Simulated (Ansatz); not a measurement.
In doubt: masses and optical values from hybrid runs of this build are listed as unsure, which bears on the screening that GW takes from such a start.

Rows from a G0W0 calculation on InGaSbAs (zincblende [001] superlattice) (Ansatz 0.2.0; G0W0 on HSE06, plane waves, PAW; 4×4×2 mesh, 409 empty bands, screening to 54 eV), in eV. Spin-orbit coupling is left out.

```csv
row,k,band,start,Σx,Σc at the solution,Vxc
A,Γ,c2,8.932,-7.063,-3.312,-10.432
B,Γ,c1,7.828,-11.546,-2.610,-14.558
C,Γ,v2,7.331,-15.579,1.181,-14.586
D,Γ,c3,8.991,-7.516,-3.315,-10.922
E,Γ,v1,7.501,-15.383,1.131,-14.432
F,Γ,v3,7.273,-15.161,0.665,-14.738
```

**Question.** Work out each quasiparticle level and how far it moved.

The quasiparticle equation reads E = start + Σx + Σc(E) − Vxc.

```csv
row,E (eV),shift (eV)
A,8.988,+0.056
B,8.230,+0.402
C,7.520,+0.188
D,9.081,+0.090
E,7.681,+0.180
F,7.515,+0.243
```

The gap over the computed points goes from 0.33 eV to 0.55 eV.

Limits: not at the basis limit; mesh may overstate the screening; no spin-orbit coupling; coarse k mesh.

[Paths, hosts, dates, memory and timing lines, banners, echoed tables and standing remarks are left out of the program output.]

[Logs are printed without paths, hosts, clocks, repeated set-up lines and the standing remarks that a program may print on its own settings, such as how far it seeks lower states.]

[Runs of the session that timed out or met a known fault of the program may be left out.]

[Cells called generated may have been cut or substituted from an entry of the Crystallography Open Database or the Materials Project.]

[Hosts, paths, dates, database ids (printed as entryN), source tags and the programs' standing remarks are cut or masked in the printed files.]
